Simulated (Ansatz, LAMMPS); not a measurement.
# Relaxing a frame of liquid ethylene carbonate from 313 K (180 atoms), part 2 of 3

Aim: bring a frame of liquid ethylene carbonate from 313 K (180 atoms) to a nearby minimum of the energy and see what moves.

Ansatz 0.2.0; Kohn-Sham DFT, PBE+D4, PAW (set soft_2), plane waves.

The cell: 54 O, 54 C and 72 H. The network of contacts between molecules at the start is that of the classical potential that made the cell. The Brillouin zone is sampled at Γ only, in a cell whose shortest periodic width is 13 Å.

So far. Step 3 (Single point at the start): The r.m.s. force component of 1.1 eV/Å and the pressure of 2.8 GPa set the starting point.

## Step 4: Relaxation

The atoms are relaxed in the fixed cell, aiming at the force tolerance of the input.

Contents of input.yaml:

```yaml
crystal:
  lattice:
    - [12.58353, 0.0, 0.0]
    - [0.0, 12.58353, 0.0]
    - [0.0, 0.0, 12.58353]
  atoms:
    [... the 180 atom lines of step 3 ...]
kpoints:
  mp_grid: { grid: [1, 1, 1] }
hamiltonian:
  xc: pbe
  dispersion: d4
scf:
  occupations: { method: fermi_dirac, width: 0.05 }
output:
  forces: true
relax:
  f_tol: 0.03
  max_steps: 200
```

Command:

```console
ansatz run input.yaml --threads 4 --pin off --max-ram 8192MiB --backend cpu --events-out ev --progress --plain --runs-dir out
```

Numbers of over 12 decimals in the logs are rounded to 6 here.

The log of the run:

```text
[...]
Crystal: 180 atoms, lattice volume = 1992.542 Å³
Basis set: ecut = 420 eV, 39007 PW (Γ), exchange–correlation on 180×180×180 points (8 copies of the dense FFT grid, shifted against one another)
Bands: 486, of which v1, the nominal top of the filled ones, is band 306 counted from 1 (305 counted from 0)
Symmetry: 1 space group operations
[...]
k-points: 1
[...]
SCF iter   1: F=—  HF=-45309.649414 eV  |F-HF|=—  |Δ(HF+E_count)|=         —  Δρ=6.27e-3  dr2=7.14e-1  ethr=1.77e-3  ⟨swp⟩=6.0  Hψ=2183  notcnv=0  defer=34
[...]
SCF iter   7: F=-45309.525852 eV  HF=-45309.525861 eV  |F-HF|=8.43e-6  |Δ(HF+E_count)|=   3.82e-5  Δρ=3.54e-5  dr2=2.13e-5  ethr=3.68e-9  ⟨swp⟩=3.0  Hψ=1623  notcnv=0
SCF 1 converged in 7 iterations: F = -45309.525852 eV  dr2 = 2.13e-5
[...]
relax step   1: F+E_penalty+E_count = -45309.52585233 eV  Δ(F+E_penalty+E_count) = +0.000e0 eV  max|allowed force component| = 4.384e0 eV/Å  Δτ_max = 0.0000 Å  (7 SCF iters, dr2 threshold 2.25e-5 eV, accepted)
[...]
relax step   2: F+E_penalty+E_count = -45316.58451860 eV  Δ(F+E_penalty+E_count) = -7.059e0 eV  max|allowed force component| = 2.091e0 eV/Å  Δτ_max = 0.1945 Å  (7 SCF iters, dr2 threshold 1.00e-4 eV, accepted)
[...]
relax step   3: F+E_penalty+E_count = -45318.18975902 eV  Δ(F+E_penalty+E_count) = -1.605e0 eV  max|allowed force component| = 1.359e0 eV/Å  Δτ_max = 0.1925 Å  (7 SCF iters, dr2 threshold 1.00e-4 eV, accepted)
relax step   4: F+E_penalty+E_count = -45318.64553741 eV  Δ(F+E_penalty+E_count) = -4.558e-1 eV  max|allowed force component| = 7.368e-1 eV/Å  Δτ_max = 0.2000 Å  (7 SCF iters, dr2 threshold 1.00e-4 eV, accepted)
relax step   5: F+E_penalty+E_count = -45318.95715362 eV  Δ(F+E_penalty+E_count) = -3.116e-1 eV  max|allowed force component| = 2.660e-1 eV/Å  Δτ_max = 0.2000 Å  (7 SCF iters, dr2 threshold 1.00e-4 eV, accepted)
relax step   6: F+E_penalty+E_count = -45319.15797730 eV  Δ(F+E_penalty+E_count) = -2.008e-1 eV  max|allowed force component| = 1.880e-1 eV/Å  Δτ_max = 0.1950 Å  (8 SCF iters, dr2 threshold 9.22e-6 eV, accepted)
relax step   7: F+E_penalty+E_count = -45319.28448987 eV  Δ(F+E_penalty+E_count) = -1.265e-1 eV  max|allowed force component| = 2.420e-1 eV/Å  Δτ_max = 0.1950 Å  (8 SCF iters, dr2 threshold 4.60e-6 eV, accepted)
relax step   8: F+E_penalty+E_count = -45319.38042416 eV  Δ(F+E_penalty+E_count) = -9.593e-2 eV  max|allowed force component| = 2.210e-1 eV/Å  Δτ_max = 0.1918 Å  (7 SCF iters, dr2 threshold 2.93e-5 eV, accepted)
relax step   9: F+E_penalty+E_count = -45319.46126726 eV  Δ(F+E_penalty+E_count) = -8.084e-2 eV  max|allowed force component| = 2.375e-1 eV/Å  Δτ_max = 0.1955 Å  (7 SCF iters, dr2 threshold 4.07e-5 eV, accepted)
relax step  10: F+E_penalty+E_count = -45319.53185272 eV  Δ(F+E_penalty+E_count) = -7.059e-2 eV  max|allowed force component| = 2.541e-1 eV/Å  Δτ_max = 0.1999 Å  (7 SCF iters, dr2 threshold 4.70e-5 eV, accepted)
relax step  11: F+E_penalty+E_count = -45319.57775058 eV  Δ(F+E_penalty+E_count) = -4.590e-2 eV  max|allowed force component| = 3.011e-1 eV/Å  Δτ_max = 0.1940 Å  (7 SCF iters, dr2 threshold 6.45e-5 eV, accepted)
relax step  12: F+E_penalty+E_count = -45319.61197367 eV  Δ(F+E_penalty+E_count) = -3.422e-2 eV  max|allowed force component| = 3.726e-1 eV/Å  Δτ_max = 0.1907 Å  (7 SCF iters, dr2 threshold 9.07e-5 eV, accepted)
relax step  13: F+E_penalty+E_count = -45319.64265896 eV  Δ(F+E_penalty+E_count) = -3.069e-2 eV  max|allowed force component| = 3.985e-1 eV/Å  Δτ_max = 0.1637 Å  (6 SCF iters, dr2 threshold 1.00e-4 eV, accepted)
relax step  14: F+E_penalty+E_count = -45319.67559802 eV  Δ(F+E_penalty+E_count) = -3.294e-2 eV  max|allowed force component| = 3.373e-1 eV/Å  Δτ_max = 0.1646 Å  (6 SCF iters, dr2 threshold 1.00e-4 eV, accepted)
relax step  15: F+E_penalty+E_count = -45319.70757505 eV  Δ(F+E_penalty+E_count) = -3.198e-2 eV  max|allowed force component| = 3.868e-1 eV/Å  Δτ_max = 0.1950 Å  (6 SCF iters, dr2 threshold 8.15e-5 eV, accepted)
relax step  16: F+E_penalty+E_count = -45319.73290826 eV  Δ(F+E_penalty+E_count) = -2.533e-2 eV  max|allowed force component| = 4.492e-1 eV/Å  Δτ_max = 0.1697 Å  (6 SCF iters, dr2 threshold 1.00e-4 eV, accepted)
relax step  17: F+E_penalty+E_count = -45319.76136202 eV  Δ(F+E_penalty+E_count) = -2.845e-2 eV  max|allowed force component| = 4.458e-1 eV/Å  Δτ_max = 0.1481 Å  (6 SCF iters, dr2 threshold 1.00e-4 eV, accepted)
relax step  18: F+E_penalty+E_count = -45319.78960852 eV  Δ(F+E_penalty+E_count) = -2.825e-2 eV  max|allowed force component| = 4.447e-1 eV/Å  Δτ_max = 0.1504 Å  (6 SCF iters, dr2 threshold 1.00e-4 eV, accepted)
relax step  19: F+E_penalty+E_count = -45319.81274050 eV  Δ(F+E_penalty+E_count) = -2.313e-2 eV  max|allowed force component| = 4.195e-1 eV/Å  Δτ_max = 0.1455 Å  (6 SCF iters, dr2 threshold 1.00e-4 eV, accepted)
relax step  20: F+E_penalty+E_count = -45319.83365316 eV  Δ(F+E_penalty+E_count) = -2.091e-2 eV  max|allowed force component| = 3.986e-1 eV/Å  Δτ_max = 0.1343 Å  (6 SCF iters, dr2 threshold 1.00e-4 eV, accepted)
relax step  21: F+E_penalty+E_count = -45319.85314028 eV  Δ(F+E_penalty+E_count) = -1.949e-2 eV  max|allowed force component| = 3.167e-1 eV/Å  Δτ_max = 0.1301 Å  (6 SCF iters, dr2 threshold 1.00e-4 eV, accepted)
relax step  22: F+E_penalty+E_count = -45319.87200816 eV  Δ(F+E_penalty+E_count) = -1.887e-2 eV  max|allowed force component| = 2.395e-1 eV/Å  Δτ_max = 0.1591 Å  (6 SCF iters, dr2 threshold 6.33e-5 eV, accepted)
relax step  23: F+E_penalty+E_count = -45319.88571099 eV  Δ(F+E_penalty+E_count) = -1.370e-2 eV  max|allowed force component| = 2.329e-1 eV/Å  Δτ_max = 0.1476 Å  (7 SCF iters, dr2 threshold 3.28e-5 eV, accepted)
relax step  24: F+E_penalty+E_count = -45319.89872474 eV  Δ(F+E_penalty+E_count) = -1.301e-2 eV  max|allowed force component| = 1.975e-1 eV/Å  Δτ_max = 0.1335 Å  (7 SCF iters, dr2 threshold 3.10e-5 eV, accepted)
[...]
relax step  48: F+E_penalty+E_count = -45320.09076079 eV  Δ(F+E_penalty+E_count) = +5.298e-3 eV  max|allowed force component| = 5.114e-1 eV/Å  Δτ_max = 0.1103 Å  (7 SCF iters, dr2 threshold 5.01e-6 eV, rejected (line search))
relax step  49: F+E_penalty+E_count = -45320.09856922 eV  Δ(F+E_penalty+E_count) = -2.511e-3 eV  max|allowed force component| = 7.864e-2 eV/Å  Δτ_max = 0.0539 Å  (8 SCF iters, accepted)
[...]
relax step  53: F+E_penalty+E_count = -45320.09809397 eV  Δ(F+E_penalty+E_count) = +6.066e-3 eV  max|allowed force component| = 5.798e-2 eV/Å  Δτ_max = 0.2000 Å  (8 SCF iters, dr2 threshold 1.78e-6 eV, rejected (line search))
relax step  54: F+E_penalty+E_count = -45320.10784765 eV  Δ(F+E_penalty+E_count) = -3.687e-3 eV  max|allowed force component| = 4.292e-2 eV/Å  Δτ_max = 0.0719 Å  (9 SCF iters, accepted)
relax step  55: F+E_penalty+E_count = -45320.11016694 eV  Δ(F+E_penalty+E_count) = -2.319e-3 eV  max|allowed force component| = 8.830e-2 eV/Å  Δτ_max = 0.0953 Å  (9 SCF iters, accepted)
[...]
relax step  62: F+E_penalty+E_count = -45320.12487125 eV  Δ(F+E_penalty+E_count) = -1.630e-3 eV  max|allowed force component| = 4.637e-2 eV/Å  Δτ_max = 0.0774 Å  (9 SCF iters, accepted)
relax step  63: F+E_penalty+E_count = -45320.12591217 eV  Δ(F+E_penalty+E_count) = -1.041e-3 eV  max|allowed force component| = 4.910e-2 eV/Å  Δτ_max = 0.0966 Å  (9 SCF iters, accepted)
[...]
relax step  65: F+E_penalty+E_count = -45320.12659042 eV  Δ(F+E_penalty+E_count) = -5.970e-7 eV  max|allowed force component| = 2.800e-2 eV/Å  Δτ_max = 0.0000 Å  (3 SCF iters, accepted)
relax step  66: F+E_penalty+E_count = -45320.12743787 eV  Δ(F+E_penalty+E_count) = -8.474e-4 eV  max|allowed force component| = 3.384e-2 eV/Å  Δτ_max = 0.0302 Å  (9 SCF iters, accepted)
[...]
relax step  72: F+E_penalty+E_count = -45320.13317569 eV  Δ(F+E_penalty+E_count) = -1.192e-3 eV  max|allowed force component| = 1.067e-1 eV/Å  Δτ_max = 0.0825 Å  (9 SCF iters, accepted)
[...]
relax step  75: F+E_penalty+E_count = -45320.13760161 eV  Δ(F+E_penalty+E_count) = -4.269e-4 eV  max|allowed force component| = 1.623e-1 eV/Å  Δτ_max = 0.0504 Å  (6 SCF iters, dr2 threshold 1.11e-5 eV, accepted)
relax step  76: F+E_penalty+E_count = -45320.14002174 eV  Δ(F+E_penalty+E_count) = -2.420e-3 eV  max|allowed force component| = 1.554e-1 eV/Å  Δτ_max = 0.0415 Å  (5 SCF iters, dr2 threshold 2.63e-5 eV, accepted)
relax step  77: F+E_penalty+E_count = -45320.14295691 eV  Δ(F+E_penalty+E_count) = -2.935e-3 eV  max|allowed force component| = 1.074e-1 eV/Å  Δτ_max = 0.0342 Å  (5 SCF iters, dr2 threshold 2.22e-5 eV, accepted)
relax step  78: F+E_penalty+E_count = -45320.14642111 eV  Δ(F+E_penalty+E_count) = -3.464e-3 eV  max|allowed force component| = 7.569e-2 eV/Å  Δτ_max = 0.0679 Å  (6 SCF iters, dr2 threshold 5.51e-6 eV, accepted)
relax step  79: F+E_penalty+E_count = -45320.14736140 eV  Δ(F+E_penalty+E_count) = -9.403e-4 eV  max|allowed force component| = 1.008e-1 eV/Å  Δτ_max = 0.1092 Å  (7 SCF iters, dr2 threshold 2.74e-6 eV, accepted)
relax step  80: F+E_penalty+E_count = -45320.14883683 eV  Δ(F+E_penalty+E_count) = -1.475e-3 eV  max|allowed force component| = 7.799e-2 eV/Å  Δτ_max = 0.0108 Å  (5 SCF iters, dr2 threshold 5.05e-6 eV, accepted)
relax step  81: F+E_penalty+E_count = -45320.14932894 eV  Δ(F+E_penalty+E_count) = -4.921e-4 eV  max|allowed force component| = 4.868e-2 eV/Å  Δτ_max = 0.0198 Å  (6 SCF iters, dr2 threshold 3.64e-6 eV, accepted)
relax step  82: F+E_penalty+E_count = -45320.15000328 eV  Δ(F+E_penalty+E_count) = -6.743e-4 eV  max|allowed force component| = 2.059e-2 eV/Å  Δτ_max = 0.0146 Å  (6 SCF iters, dr2 threshold 9.23e-7 eV, accepted)
[...]
relax step  83: F+E_penalty+E_count = -45320.15000340 eV  Δ(F+E_penalty+E_count) = -1.248e-7 eV  max|allowed force component| = 2.055e-2 eV/Å  Δτ_max = 0.0000 Å  (2 SCF iters, accepted)
SCF converged after 2 iterations
Free energy (F): -45320.150003 eV
[...]
Internal energy: -45320.150003 eV  (E = F + TS)
E sigma→0 (E₀):  -45320.150003 eV
Fermi energy:    1.850036 eV
[...]
--- Forces (eV/Å), atoms counted from 1 ---
  atom   1  O      0.00238138     0.00117939    -0.00262727
  atom   2  C     -0.01336910     0.00033613     0.01229894
  atom   3  O      0.00712621    -0.00155766    -0.00403865
  atom   4  C      0.00176660    -0.00140651     0.00220977
  atom   5  C     -0.00240254     0.00041811    -0.00182934
  atom   6  O      0.00541522    -0.00195985    -0.00553225
  atom   7  H      0.00040388     0.00050649    -0.00111041
  atom   8  H     -0.00150563     0.00018840    -0.00138578
  atom   9  H      0.00162011     0.00216834    -0.00016113
  atom  10  H     -0.00005503     0.00065142     0.00050399
  atom  11  O     -0.00073148     0.00094615    -0.00073907
  atom  12  C      0.00020212    -0.00094714     0.00137335
  atom  13  O      0.00033947     0.00090678    -0.00189447
  atom  14  C      0.00123474     0.00039986     0.00187447
[...]
atom 179  H     -0.00063108     0.00000187     0.00129493
  atom 180  H     -0.00099958    -0.00021326     0.00078615
  max |Σ_I F_I| component: 1.61e-4 eV/Å
--- Relaxed structure (83 steps of the walk, 81 accepted, 0 SCFs on fresh bases) ---
  F+E_penalty+E_count = -45320.15000340 eV   max|allowed force component| = 2.055e-2 eV/Å
  atoms:
    - { symbol: O, position: [0.237450, 0.643995, 0.748045] }
    - { symbol: C, position: [0.276338, 0.636939, 0.835745] }
    - { symbol: O, position: [0.375230, 0.599922, 0.854738] }
    - { symbol: C, position: [0.398662, 0.606413, -0.032569] }
[...]
- { symbol: H, position: [0.213350, 0.660527, 0.545919] }
```

Wall time 17 min (4 threads of Intel Xeon Platinum 8488C (Sapphire Rapids), shared host); peak memory 2.9 GiB; 63 min of CPU time.

The steps of the relaxation (22 of 83):

| step | energy less that of the first step (eV) | largest force component (eV/Å) |
| --- | --- | --- |
| 1 | 0.0000 | 4.3843 |
| 5 | -9.4313 | 0.2660 |
| 9 | -9.9354 | 0.2375 |
| 13 | -10.1168 | 0.3985 |
| 17 | -10.2355 | 0.4458 |
| 21 | -10.3273 | 0.3167 |
| 24 | -10.3729 | 0.1975 |
| 28 | -10.4250 | 0.3394 |
| 32 | -10.4693 | 0.1108 |
| 36 | -10.4930 | 0.1704 |
| 40 | -10.5133 | 0.1425 |
| 44 | -10.5495 | 0.3311 |
| 48 | -10.5649 | 0.5114 |
| 52 | -10.5783 | 0.0757 |
| 56 | -10.5861 | 0.1012 |
| 60 | -10.5957 | 0.0893 |
| 63 | -10.6001 | 0.0491 |
| 67 | -10.6027 | 0.0378 |
| 71 | -10.6061 | 0.0541 |
| 75 | -10.6118 | 0.1623 |
| 79 | -10.6215 | 0.1008 |
| 83 | -10.6242 | 0.0205 |

Relaxation steps 48, 53 were tried and not accepted.

The atoms that moved most (Å):

| atom | dx | dy | dz | length |
| --- | --- | --- | --- | --- |
| H97 | -1.724 | -1.745 | 1.117 | 2.695 |
| H90 | -2.031 | -1.465 | 0.783 | 2.624 |
| O1 | -2.574 | 0.373 | -0.148 | 2.606 |
| H88 | -0.224 | -2.356 | -0.165 | 2.372 |
| H98 | -0.052 | -1.552 | 1.703 | 2.304 |
| H57 | -1.058 | 1.439 | 1.392 | 2.265 |
| O141 | -0.364 | 0.144 | -2.185 | 2.219 |
| O91 | -1.322 | 0.959 | -1.434 | 2.174 |

The relaxation changed the energy by -59.0 meV/atom, and atoms moved by 1.0 Å r.m.s., 2.7 Å at most.

## Step 5: Distances and neighbours after relaxation

Density 1.32 g/cm³, 11.07 Å³ an atom.

Pair distribution functions g(r), in bins of 0.2 Å:

| r (Å) | total | H-H | H-C | H-O | C-C | C-O | O-O |
| --- | --- | --- | --- | --- | --- | --- | --- |
| 1.00 | 3.05 | 0.00 | 12.70 | 0.00 | 0.00 | 0.00 | 0.00 |
| 1.20 | 0.58 | 0.00 | 0.00 | 0.00 | 0.00 | 3.26 | 0.00 |
| 1.40 | 1.76 | 0.00 | 0.00 | 0.00 | 0.00 | 9.78 | 0.00 |
| 1.60 | 0.38 | 0.00 | 0.00 | 0.00 | 4.21 | 0.00 | 0.00 |
| 1.80 | 0.55 | 3.43 | 0.00 | 0.00 | 0.00 | 0.00 | 0.00 |
| 2.00 | 0.82 | 0.00 | 0.00 | 3.41 | 0.00 | 0.00 | 0.00 |
| 2.20 | 1.59 | 0.00 | 3.01 | 0.04 | 3.78 | 0.00 | 5.75 |
| 2.40 | 0.76 | 1.98 | 0.00 | 0.49 | 0.00 | 1.80 | 0.00 |
| 2.60 | 0.41 | 0.81 | 0.00 | 1.17 | 0.00 | 0.00 | 0.00 |
| 2.80 | 0.77 | 1.22 | 0.78 | 1.61 | 0.00 | 0.00 | 0.00 |
| 3.00 | 0.79 | 1.26 | 1.01 | 1.29 | 0.00 | 0.15 | 0.06 |
| 3.20 | 0.94 | 0.53 | 1.34 | 1.41 | 0.00 | 0.70 | 0.74 |
| 3.40 | 1.07 | 0.58 | 1.06 | 0.81 | 0.19 | 2.29 | 1.05 |
| 3.60 | 0.88 | 0.75 | 0.98 | 0.59 | 0.46 | 1.11 | 1.51 |
| 3.80 | 0.90 | 0.87 | 0.80 | 0.90 | 1.06 | 0.99 | 0.87 |
| 4.00 | 1.02 | 0.76 | 0.94 | 1.27 | 1.57 | 0.96 | 0.51 |
| 4.20 | 1.08 | 0.82 | 0.88 | 1.64 | 1.21 | 0.86 | 0.84 |
| 4.40 | 0.96 | 0.86 | 1.03 | 0.94 | 1.16 | 0.91 | 0.95 |
| 4.60 | 1.00 | 0.87 | 0.98 | 1.06 | 1.34 | 0.80 | 1.24 |
| 4.80 | 1.10 | 1.10 | 1.21 | 0.92 | 1.23 | 1.08 | 1.23 |
| 5.00 | 1.01 | 1.08 | 1.06 | 0.90 | 0.93 | 1.23 | 0.74 |
| 5.20 | 1.14 | 1.18 | 1.08 | 1.05 | 1.41 | 1.14 | 1.21 |
| 5.40 | 1.08 | 1.09 | 1.04 | 1.01 | 1.34 | 1.21 | 0.84 |
| 5.60 | 1.05 | 1.05 | 1.05 | 0.96 | 1.21 | 1.06 | 1.08 |
| 5.80 | 1.01 | 0.96 | 1.05 | 0.92 | 1.02 | 1.12 | 0.99 |
| 6.00 | 1.04 | 1.19 | 1.01 | 0.88 | 1.46 | 0.95 | 1.11 |
| 6.20 | 1.00 | 0.98 | 1.02 | 1.13 | 0.73 | 0.89 | 1.17 |

[end of part 2 of 3]

[Logs are printed without paths, hosts, clocks, repeated set-up lines and the standing remarks that a program may print on its own settings, such as how far it seeks lower states.]

[Hosts, paths, dates, database ids (printed as entryN), source tags and the programs' standing remarks are cut or masked in the printed files.]
